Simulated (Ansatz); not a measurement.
# A hypothetical structure for YSi2Mo2

This structure for YSi2Mo2 is made up. Its elements were placed in a known structure type with a cell scaled to their sizes. What cell does the guess relax to, and how far off was it?

Program: Ansatz 0.2.0. Level of theory: DFT, PBEsol, plane-wave PAW, default files, scalar-relativistic, no spin, cell and ions relaxed at zero pressure. Results are calculated unless marked as measured.

### 1. Set-up

It takes space group I4/mmm (No. 139, tetragonal). The conventional cell has a = 4.219 Å, b = 4.219 Å, c = 10.267 Å, α = 90.00°, β = 90.00°, γ = 90.00°. Mo has 4 Si at 2.48 Å and 4 Mo at 2.98 Å and 4 Y at 3.32 Å nearest. Nearest to Y lie 10 Si at 3.24 to 3.87 Å and 8 Mo at 3.32 Å. Si has 4 Mo at 2.48 Å and 1 Si at 2.52 Å and 5 Y at 3.24 to 3.87 Å nearest. Farther neighbours are not listed.

### 2. Relaxing cell and atoms

The guessed cell has no reason to be at equilibrium. It is relaxed with the atoms, within the space group of the guess.

Contents of input.yaml:

```yaml
crystal:
  lattice:
    - [-2.1095, 2.1095, 5.1335]
    - [2.1095, -2.1095, 5.1335]
    - [2.1095, 2.1095, -5.1335]
  atoms:
    - { symbol: Mo, position: [0.25, 0.75, 0.5] }
    - { symbol: Mo, position: [0.75, 0.25, 0.5] }
    - { symbol: "Y", position: [0.0, 0.0, 0.0] }
    - { symbol: Si, position: [0.6229, 0.6229, 0.0] }
    - { symbol: Si, position: [0.3771, 0.3771, 0.0] }
kpoints:
  mp_grid: { grid: [9, 9, 9] }
scf:
  occupations: { method: fermi_dirac, width: 0.05 }
hamiltonian:
  xc: pbesol
  pseudopotentials: { kind: paw }
relax:
  f_tol: 0.015
  max_steps: 70
  cell: {}
output:
  forces: true
  stress: true
```

Launch:

```bash
ansatz run input.yaml --threads 4 --pin off --max-ram 8192MiB --backend cpu --events-out ev --progress --plain --runs-dir out
```

Numbers of over 12 decimals in the logs are rounded to 6 here.

What it wrote:

```text
Engine: ansatz 0.2.0, x86_64-unknown-linux-gnu
Pseudopotentials: kind: paw
Pseudopotential: Mo, paw, valence charge 14, recommended cutoff 420 eV (normal), Mo.paw.azcp
Pseudopotential: Y, paw, valence charge 11, recommended cutoff 420 eV (normal), Y.paw.azcp
Pseudopotential: Si, paw, valence charge 4, recommended cutoff 420 eV (normal), Si.paw.azcp
Functional definition: PBEsol
  exchange = pbesol_x
  correlation = pbesol_c
Crystal: 5 atoms, lattice volume = 91.376 Å³
Basis set: ecut = 420 eV, 1749 PW (Γ), exchange–correlation on 80×80×80 points (8 copies of the dense FFT grid, shifted against one another)
Bands: 29, of which v1, the nominal top of the filled ones, is band 24 counted from 1 (23 counted from 0)
Symmetry: 16 space group operations
Space group: I4/mmm (ITA 139), of the structure as read, at distance tolerance 4.5e-5 Å
k-points: 75 of 729
Non-local potential: Mo, projectors of the file, l = 0: 3, l = 1: 2, l = 2: 2, l = 3: 1
Non-local potential: Y, projectors of the file, l = 0: 3, l = 1: 2, l = 2: 2, l = 3: 1
Non-local potential: Si, projectors of the file, l = 0: 2, l = 1: 2, l = 2: 2
PAW form: soft (Blöchl's): semilocal exchange-correlation on the pseudo side does not see the compensation charge
PAW frozen core: Mo, regenerated for the run's functional, and the local potential with it (the file was generated under x = pbe(κ = 0.804, μ = 0.219515), c = pbe(β = 0.066725))
PAW frozen core: Y, regenerated for the run's functional, and the local potential with it (the file was generated under x = pbe(κ = 0.804, μ = 0.219515), c = pbe(β = 0.066725))
PAW frozen core: Si, regenerated for the run's functional, and the local potential with it (the file was generated under x = pbe(κ = 0.804, μ = 0.219515), c = pbe(β = 0.066725))
PAW one-centre angular grid: Mo, 590 points (default); XC on 64 Gauss nodes
PAW one-centre angular grid: Y, 590 points (default); XC on 64 Gauss nodes
PAW one-centre angular grid: Si, 110 points (default); XC on 64 Gauss nodes
Initial density: superposition of atomic densities (neutral atoms: chi_scale 0, normalization atom), corrected by the library's trained network
Initial wavefunctions: pseudopotential atomic-orbital guess
Functional: x = pbesol(κ = 0.804, μ = 0.123457), c = pbesol(β = 0.046)
SCF iter   1: F=—  HF=-14835.009679 eV  |F-HF|=—  |Δ(HF+E_count)|=         —  Δρ=3.35e-3  dr2=7.82e-3  ethr=1.77e-3  ⟨swp⟩=5.8  Hψ=9062  notcnv=0
preconditioner: auto → Kerker (q_TF=auto, 2.442 Å⁻¹)  [metal: Δε(μ)=0.002 eV  Ē_g=4.875 eV  σ=0.050 eV  W_gap=0.01  n_scr=30 (ndim 8)  ℏωp=18.6 eV  f_vac=0.000  D(μ)=4.61/eV (n_scr^D=36)]
SCF iter   2: F=—  HF=-14835.009555 eV  |F-HF|=—  |Δ(HF+E_count)|=   1.24e-4  Δρ=1.90e-3  dr2=2.89e-3  ethr=1.66e-5  ⟨swp⟩=2.7  Hψ=4409  notcnv=0
SCF iter   3: F=—  HF=-14835.009049 eV  |F-HF|=—  |Δ(HF+E_count)|=   5.06e-4  Δρ=1.99e-4  dr2=4.21e-5  ethr=6.16e-6  ⟨swp⟩=2.0  Hψ=2957  notcnv=0
SCF iter   4: F=—  HF=-14835.009042 eV  |F-HF|=—  |Δ(HF+E_count)|=   6.79e-6  Δρ=5.64e-5  dr2=3.65e-6  ethr=8.95e-8  ⟨swp⟩=2.4  Hψ=3276  notcnv=0
SCF iter   5: F=—  HF=-14835.009042 eV  |F-HF|=—  |Δ(HF+E_count)|=   5.93e-7  Δρ=1.39e-5  dr2=2.03e-7  ethr=7.77e-9  ⟨swp⟩=2.1  Hψ=3148  notcnv=0
SCF iter   6: F=-14835.009042 eV  HF=-14835.009042 eV  |F-HF|=6.91e-10  |Δ(HF+E_count)|=   3.82e-8  Δρ=1.88e-6  dr2=2.88e-9  ethr=2.13e-10  ⟨swp⟩=4.0  Hψ=6908  notcnv=0
SCF 1 converged in 6 iterations: F = -14835.009042 eV  dr2 = 2.88e-9
  greatest PAW one-centre occupation: 0.999 electrons in one spin orbital (limit 2), on the Mo atom at site 1 (counted from 0), in its partial waves of l = 0
relax step   1: F+E_penalty+E_count = -14835.00904184 eV  Δ(F+E_penalty+E_count) = +0.000e0 eV  max|allowed force component| = 1.047e0 eV/Å  Δτ_max = 0.0000 Å  P = -4.093 GPa  Ω = 91.376 Å³  (6 SCF iters, dr2 threshold 1.00e-7 eV, accepted)
Crystal: 5 atoms, lattice volume = 86.115 Å³
Basis set: ecut = 420 eV, 1661 PW (Γ), exchange–correlation on 80×80×80 points (8 copies of the dense FFT grid, shifted against one another)
Initial density: handed on by an earlier stage of this run
Initial wavefunctions: those handed on with the density
SCF iter   1: F=—  HF=-14835.742673 eV  |F-HF|=—  |Δ(HF+E_count)|=         —  Δρ=2.19e-2  dr2=1.50e0  ethr=3.10e-3  ⟨swp⟩=7.4  Hψ=10591  notcnv=0
preconditioner: auto → Kerker (q_TF=auto, 2.466 Å⁻¹)  [metal: Δε(μ)=0.002 eV  Ē_g=5.136 eV  σ=0.050 eV  W_gap=0.01  n_scr=24 (ndim 8)  ℏωp=19.2 eV  f_vac=0.000  D(μ)=4.73/eV (n_scr^D=36)]
SCF iter   2: F=—  HF=-14835.598517 eV  |F-HF|=—  |Δ(HF+E_count)|=   1.44e-1  Δρ=1.05e-2  dr2=3.85e-1  ethr=3.10e-3  ⟨swp⟩=1.0  Hψ=2777  notcnv=0  defer=1
SCF iter   3: F=—  HF=-14835.548163 eV  |F-HF|=—  |Δ(HF+E_count)|=   5.04e-2  Δρ=1.71e-3  dr2=4.89e-3  ethr=8.20e-4  ⟨swp⟩=2.1  Hψ=2965  notcnv=0  defer=6
SCF iter   4: F=—  HF=-14835.546878 eV  |F-HF|=—  |Δ(HF+E_count)|=   1.29e-3  Δρ=3.67e-4  dr2=2.42e-4  ethr=1.04e-5  ⟨swp⟩=2.0  Hψ=2996  notcnv=0  defer=7
SCF iter   5: F=—  HF=-14835.546820 eV  |F-HF|=—  |Δ(HF+E_count)|=   5.77e-5  Δρ=9.28e-5  dr2=1.31e-5  ethr=5.15e-7  ⟨swp⟩=2.0  Hψ=2832  notcnv=0  defer=7
SCF iter   6: F=-14835.546818 eV  HF=-14835.546818 eV  |F-HF|=5.99e-8  |Δ(HF+E_count)|=   2.10e-6  Δρ=1.50e-5  dr2=2.00e-7  ethr=1.06e-9  ⟨swp⟩=3.5  Hψ=8796  notcnv=0
SCF 2 converged in 6 iterations: F = -14835.546818 eV  dr2 = 2.00e-7
relax step   2: F+E_penalty+E_count = -14835.54681809 eV  Δ(F+E_penalty+E_count) = -5.378e-1 eV  max|allowed force component| = 8.845e-1 eV/Å  Δτ_max = 0.0976 Å  P = +1.830 GPa  Ω = 86.115 Å³  energy of the carried Pulay correction = +7.190e-4 eV  (6 SCF iters, dr2 threshold 5.00e-7 eV, accepted)
Crystal: 5 atoms, lattice volume = 86.476 Å³
Basis set: ecut = 420 eV, 1695 PW (Γ), exchange–correlation on 80×80×80 points (8 copies of the dense FFT grid, shifted against one another)
iter 1 solved again at ethr=2.10e-3 eV; its pass at ethr=3.10e-3 eV (dr2=9.88e-1 eV) is discarded
SCF iter   1: F=—  HF=-14835.758265 eV  |F-HF|=—  |Δ(HF+E_count)|=         —  Δρ=1.65e-2  dr2=9.87e-1  ethr=2.10e-3  ⟨swp⟩=1.0  Hψ=13288  notcnv=0
preconditioner: auto → Kerker (q_TF=auto, 2.465 Å⁻¹)  [metal: Δε(μ)=0.008 eV  Ē_g=5.114 eV  σ=0.050 eV  W_gap=0.04  n_scr=24 (ndim 8)  ℏωp=19.2 eV  f_vac=0.000  D(μ)=4.64/eV (n_scr^D=32)]
SCF iter   2: F=—  HF=-14835.670229 eV  |F-HF|=—  |Δ(HF+E_count)|=   8.80e-2  Δρ=8.02e-3  dr2=2.67e-1  ethr=2.10e-3  ⟨swp⟩=1.0  Hψ=2178  notcnv=0
SCF iter   3: F=—  HF=-14835.633412 eV  |F-HF|=—  |Δ(HF+E_count)|=   3.68e-2  Δρ=1.27e-3  dr2=3.95e-3  ethr=5.68e-4  ⟨swp⟩=2.1  Hψ=2885  notcnv=0
SCF iter   4: F=—  HF=-14835.632682 eV  |F-HF|=—  |Δ(HF+E_count)|=   7.30e-4  Δρ=3.22e-4  dr2=1.09e-4  ethr=8.41e-6  ⟨swp⟩=2.0  Hψ=3279  notcnv=0
SCF iter   5: F=—  HF=-14835.632668 eV  |F-HF|=—  |Δ(HF+E_count)|=   1.37e-5  Δρ=7.15e-5  dr2=5.55e-6  ethr=2.32e-7  ⟨swp⟩=2.0  Hψ=2874  notcnv=0
SCF iter   6: F=-14835.632667 eV  HF=-14835.632667 eV  |F-HF|=8.63e-8  |Δ(HF+E_count)|=   1.48e-6  Δρ=1.78e-5  dr2=2.39e-7  ethr=1.06e-9  ⟨swp⟩=4.3  Hψ=7682  notcnv=0
SCF 3 converged in 6 iterations: F = -14835.632667 eV  dr2 = 2.39e-7
relax step   3: F+E_penalty+E_count = -14835.63266685 eV  Δ(F+E_penalty+E_count) = -8.585e-2 eV  max|allowed force component| = 9.363e-1 eV/Å  Δτ_max = 0.1030 Å  P = -2.274 GPa  Ω = 86.476 Å³  energy of the carried Pulay correction = +6.683e-4 eV  (6 SCF iters, dr2 threshold 5.00e-7 eV, accepted)
[...]
relax step   4: F+E_penalty+E_count = -14835.67369737 eV  Δ(F+E_penalty+E_count) = -4.103e-2 eV  max|allowed force component| = 1.923e-1 eV/Å  Δτ_max = 0.0477 Å  P = -0.231 GPa  Ω = 86.059 Å³  energy of the carried Pulay correction = +7.270e-4 eV  (6 SCF iters, dr2 threshold 5.00e-7 eV, accepted)
[...]
relax step   5: F+E_penalty+E_count = -14835.67634277 eV  Δ(F+E_penalty+E_count) = -2.645e-3 eV  max|allowed force component| = 1.330e-2 eV/Å  Δτ_max = 0.0082 Å  P = +0.184 GPa  Ω = 85.727 Å³  energy of the carried Pulay correction = +7.737e-4 eV  (6 SCF iters, dr2 threshold 5.00e-7 eV, accepted)
[...]
relax step   6: F+E_penalty+E_count = -14835.67638326 eV  Δ(F+E_penalty+E_count) = -4.049e-5 eV  max|allowed force component| = 7.111e-3 eV/Å  Δτ_max = 0.0006 Å  P = -0.071 GPa  Ω = 85.847 Å³  energy of the carried Pulay correction = +7.569e-4 eV  (6 SCF iters, dr2 threshold 1.60e-7 eV, accepted)
[...]
relax step   7: F+E_penalty+E_count = -14835.67639869 eV  Δ(F+E_penalty+E_count) = -1.543e-5 eV  max|allowed force component| = 2.074e-5 eV/Å  Δτ_max = 0.0001 Å  P = +0.001 GPa  Ω = 85.811 Å³  energy of the carried Pulay correction = +7.618e-4 eV  (6 SCF iters, dr2 threshold 1.82e-8 eV, accepted)
[...]
relax step   8: F+E_penalty+E_count = -14835.67684712 eV  Δ(F+E_penalty+E_count) = -4.484e-4 eV  max|allowed force component| = 1.571e-3 eV/Å  Δτ_max = 0.0000 Å  P = +0.015 GPa  Ω = 85.811 Å³  stress off target by 5.72e-2 GPa  SCF on the basis re-selected at this cell (its energy is not comparable with the rows above)  (6 SCF iters)
[...]
relax step   9: F+E_penalty+E_count = -14835.67685193 eV  Δ(F+E_penalty+E_count) = -4.809e-6 eV  max|allowed force component| = 1.019e-4 eV/Å  Δτ_max = 0.0002 Å  P = +0.000 GPa  Ω = 85.815 Å³  energy of the carried Pulay correction = -3.592e-7 eV  (6 SCF iters, dr2 threshold 8.17e-9 eV, accepted)
iter 1 solved again at ethr=1.43e-7 eV; its pass at ethr=3.10e-3 eV (dr2=6.74e-5 eV) is discarded
SCF iter   1: F=—  HF=-14835.676970 eV  |F-HF|=—  |Δ(HF+E_count)|=         —  Δρ=8.32e-7  dr2=3.77e-10  ethr=1.43e-7  ⟨swp⟩=3.0  Hψ=14746  notcnv=0
eigensolver tolerance schedule: the retry pair's looser diagonalisation over-reported the residual by 178688.13 of it (diagonalisation noise at an unbounded share of the residual, at the tolerance the schedule requests for it); recorded, not acted on — ethr = c·dr2/N_el stays at c = 1.0e-1
preconditioner: auto → Kerker (q_TF=auto, 2.468 Å⁻¹)  [metal: Δε(μ)=0.013 eV  Ē_g=5.139 eV  σ=0.050 eV  W_gap=0.07  n_scr=24 (ndim 8)  ℏωp=19.2 eV  f_vac=0.000  D(μ)=4.93/eV (n_scr^D=44)]
SCF iter   2: F=—  HF=-14835.676855 eV  |F-HF|=—  |Δ(HF+E_count)|=   1.16e-4  Δρ=4.19e-7  dr2=1.29e-10  ethr=1.00e-12  ⟨swp⟩=3.8  Hψ=5834  notcnv=0
SCF iter   3: F=—  HF=-14835.676855 eV  |F-HF|=—  |Δ(HF+E_count)|=  3.64e-12  Δρ=2.87e-7  dr2=5.18e-11  ethr=1.00e-12  ⟨swp⟩=1.0  Hψ=2175  notcnv=0
iter 4 did not close the SCF: its close was put off for the readings that it lacked (scf_convergence_deferred on its scf_iter line)
SCF iter   4: F=-14835.676855 eV  HF=-14835.676855 eV  |F-HF|=1.82e-12  |Δ(HF+E_count)|=  7.28e-12  Δρ=4.85e-8  dr2=2.00e-12  ethr=1.00e-12  ⟨swp⟩=1.0  Hψ=2175  notcnv=0
iter 5 did not close the SCF: its close was put off for the readings that it lacked (scf_convergence_deferred on its scf_iter line)
SCF iter   5: F=-14835.676855 eV  HF=-14835.676855 eV  |F-HF|=1.82e-12  |Δ(HF+E_count)|=    0.00e0  Δρ=2.12e-8  dr2=2.15e-13  ethr=1.00e-12  ⟨swp⟩=1.0  Hψ=2175  notcnv=0
iter 6 did not close the SCF: its close was put off for the readings that it lacked (scf_convergence_deferred on its scf_iter line)
SCF iter   6: F=-14835.676855 eV  HF=-14835.676855 eV  |F-HF|=1.82e-12  |Δ(HF+E_count)|=  1.82e-12  Δρ=8.93e-9  dr2=7.04e-14  ethr=1.00e-12  ⟨swp⟩=1.0  Hψ=2175  notcnv=0
iter 7 did not close the SCF: its close was put off for the readings that it lacked (scf_convergence_deferred on its scf_iter line)
SCF iter   7: F=-14835.676855 eV  HF=-14835.676855 eV  |F-HF|=1.82e-12  |Δ(HF+E_count)|=    0.00e0  Δρ=2.47e-9  dr2=4.69e-15  ethr=1.00e-12  ⟨swp⟩=1.0  Hψ=2175  notcnv=0
SCF iter   8: F=-14835.676855 eV  HF=-14835.676855 eV  |F-HF|=1.82e-12  |Δ(HF+E_count)|=  3.64e-12  Δρ=1.23e-9  dr2=1.63e-15  ethr=1.00e-12  ⟨swp⟩=1.0  Hψ=4650  notcnv=0
SCF 10 converged in 8 iterations: F = -14835.676855 eV  dr2 = 1.63e-15
relax step  10: F+E_penalty+E_count = -14835.67685495 eV  Δ(F+E_penalty+E_count) = -3.022e-6 eV  max|allowed force component| = 9.948e-5 eV/Å  Δτ_max = 0.0000 Å  P = +0.000 GPa  Ω = 85.815 Å³  stress off target by 9.72e-4 GPa  SCF on the basis re-selected at this cell (its energy is not comparable with the rows above)  (8 SCF iters)
basis re-selected at this cell: Δ(F+E_penalty+E_count) = -3.022e-6 eV, ΔP = -0.000 GPa vs the last step (what re-selecting the basis moved, of the pressure what is left beyond the Pulay correction that the steps carried, after the strain that the cell walked since its last selection, with what the two solves' SCF thresholds leave and, on support functions, any second-order correction that the steps lacked; it is no m [...]
SCF converged after 8 iterations
Free energy (F): -14835.676855 eV
Harris-Foulkes:  -14835.676855 eV  (|F-HF|=1.82e-12)
Internal energy: -14835.637683 eV  (E = F + TS)
E sigma→0 (E₀):  -14835.657269 eV
Entropy (-TS):   -0.039171 eV (-7.834 meV/atom)
Fermi energy:    14.706062 eV
--- Per-component energies (eV) ---
  E_band       = -276.709692
  E_kinetic    = 1275.807155
  E_local      = -3037.551879  (includes V_loc(G=0)·N_el)
  E_nonlocal   = 393.545335
  E_hartree    = 1098.127549
  E_xc         = -650.172113
  E_vxc        = -754.399324  (∫ρ·V_xc dr)
  E_paw        = -10059.514656  (= ΣΔE_a)
  E_vpaw       = -350.366152  (= ΣTr[D̂ρ^β])
  E_aug_tail   = 0.000072  (compensation charges beyond the density's cutoff)
  E_ewald      = -3856.509640
  E_core_change = 0.630493  (= ΣΔE_core)
  E_smearing   = -0.039171  (= −TS)
  E_closure    = -0.000000  (closes the sum)
  Σ components = -14835.676855   (vs F -14835.676855, Δ=0.00e0)
--- Forces (eV/Å), atoms counted from 1 ---
  atom   1  Mo     0.00000000     0.00000000     0.00000000
  atom   2  Mo     0.00000000     0.00000000     0.00000000
  atom   3  Y     -0.00000000     0.00000000     0.00000000
  atom   4  Si     0.00000000     0.00000000     0.00009948
  atom   5  Si     0.00000000     0.00000000    -0.00009948
  max |Σ_I F_I| component: 1.04e-17 eV/Å
--- Stress (GPa, compression-positive) ---
       -0.000095       0.000000       0.000000
        0.000000      -0.000095      -0.000000
        0.000000       0.000000       0.000972
  P = ⅓ Tr σ = 0.0003 GPa (0.003 kbar)
--- Relaxed structure (8 steps of the walk, 8 accepted, 2 SCFs on fresh bases) ---
  F+E_penalty+E_count = -14835.67685495 eV   max|allowed force component| = 9.948e-5 eV/Å   (the final SCF, on the basis selected at the relaxed cell)
  cell:  # Å, volume = 85.8153 Å³
    - [-1.964790, 1.964790, 5.557413]
    - [1.964790, -1.964790, 5.557413]
    - [1.964790, 1.964790, -5.557413]
  atoms:
    - { symbol: Mo, position: [0.25, 0.750000, 0.500000] }
    - { symbol: Mo, position: [0.750000, 0.25, 0.500000] }
    - { symbol: Y, position: [4.730910424403487e-19, 4.730910424403516e-19, 0] }
    - { symbol: Si, position: [0.607151, 0.607151, 0] }
    - { symbol: Si, position: [0.392849, 0.392849, 0] }
```

The job ended after 14 s (4 threads of AMD EPYC 9R14 (Zen 4), shared host; peak memory 0.62 GiB; 51 s of CPU time).

Step by step:

```tsv
step	energy less that of the first step (eV)	largest force component (eV/Å)	pressure (GPa)	volume (Å³)
1	0.0000	1.0473	-4.09	91.38
2	-0.5378	0.8845	1.83	86.12
3	-0.6236	0.9363	-2.27	86.48
4	-0.6647	0.1923	-0.23	86.06
5	-0.6673	0.0133	0.18	85.73
6	-0.6673	0.0071	-0.07	85.85
7	-0.6674	0.0000	0.00	85.81
8*	-0.6678	0.0016	0.01	85.81
9	-0.6678	0.0001	0.00	85.82
10*	-0.6678	0.0001	0.00	85.82
```

Relaxation steps marked * repeat the geometry before them on a plane-wave basis chosen anew for their cell, so energy and pressure can jump there.

Forces are held to the 16 operations that the run works with; a distortion that breaks them can't arise in this run.

```tsv
conventional cell, symmetrised	before	after	change
a (Å)	4.219	3.930	-6.9 %
b (Å)	4.219	3.930	-6.9 %
c (Å)	10.267	11.115	+8.3 %
volume (Å³/atom)	18.28	17.16	-6.1 %
```

The atoms that moved most (Å, as changes of fractional coordinates times the final cell):

```tsv
atom	dx	dy	dz	length
Si4	0.000	0.000	-0.175	0.175
Si5	0.000	0.000	0.175	0.175
```

The relaxed structure:

```cif
data_structure
_symmetry_space_group_name_H-M 'P 1'
_symmetry_Int_Tables_number 1
_cell_length_a 6.2133
_cell_length_b 6.2133
_cell_length_c 6.2133
_cell_angle_alpha 143.131
_cell_angle_beta 143.131
_cell_angle_gamma 53.129
_cell_volume 85.82
loop_
_atom_site_label
_atom_site_type_symbol
_atom_site_fract_x
_atom_site_fract_y
_atom_site_fract_z
_atom_site_occupancy
Mo1 Mo 0.25000 0.75000 0.50000 1
Mo2 Mo 0.75000 0.25000 0.50000 1
Y3 Y 0.00000 0.00000 0.00000 1
Si4 Si 0.60715 0.60715 0.00000 1
Si5 Si 0.39285 0.39285 0.00000 1
```

This step gave:

| Item | Value |
| --- | --- |
| free energy | -14835.6769 eV |
| energy at zero smearing | -14835.6573 eV |
| smearing term TS | 0.03917 eV |
| Fermi energy | 14.71 eV |
| electrons | 47 |
| symmetry operations | 16 |
| pressure | 2.61e-4 GPa |

The shortest distance of each pair, which need not be the same contact before and after:

```tsv
pair	guess (Å)	relaxed (Å)
Si–Si	2.524	2.382
Mo–Si	2.480	2.526
Mo–Mo	2.983	2.779
Si–Y	3.239	3.023
Mo–Y	3.322	3.403
```

The relaxation ends with a largest force component of 9.9e-5 eV/Å and a pressure of 0.00 GPa.

### 3. What came out

```json
{
  "space group, relaxed": "I4/mmm",
  "conventional cell": "a = 3.930, b = 3.930, c = 11.115 Å; α = 90.0°, β = 90.0°, γ = 90.0°",
  "volume per atom": "17.16 Å³ (guess 18.28)"
}
```

YSi2Mo2 relaxes to I4/mmm with a = 3.930, b = 3.930 and c = 11.115 Å. The guessed volume was 6 % too large. The space group I4/mmm was held in the relaxation, so the end point is a stationary structure within it and may be a saddle against distortions or other arrangements. Mesh and cutoff weren't tested. No dispersion term is used, so weakly bound directions may come out too long. The runs have no spin, and magnetism wasn't tested. Nothing here tests whether the compound is stable against decomposition.

[Logs are printed without paths, hosts, clocks, repeated set-up lines and the standing remarks that a program may print on its own settings, such as how far it seeks lower states.]

[Hosts, paths, dates, database ids (printed as entryN), source tags and the programs' standing remarks are cut or masked in the printed files.]
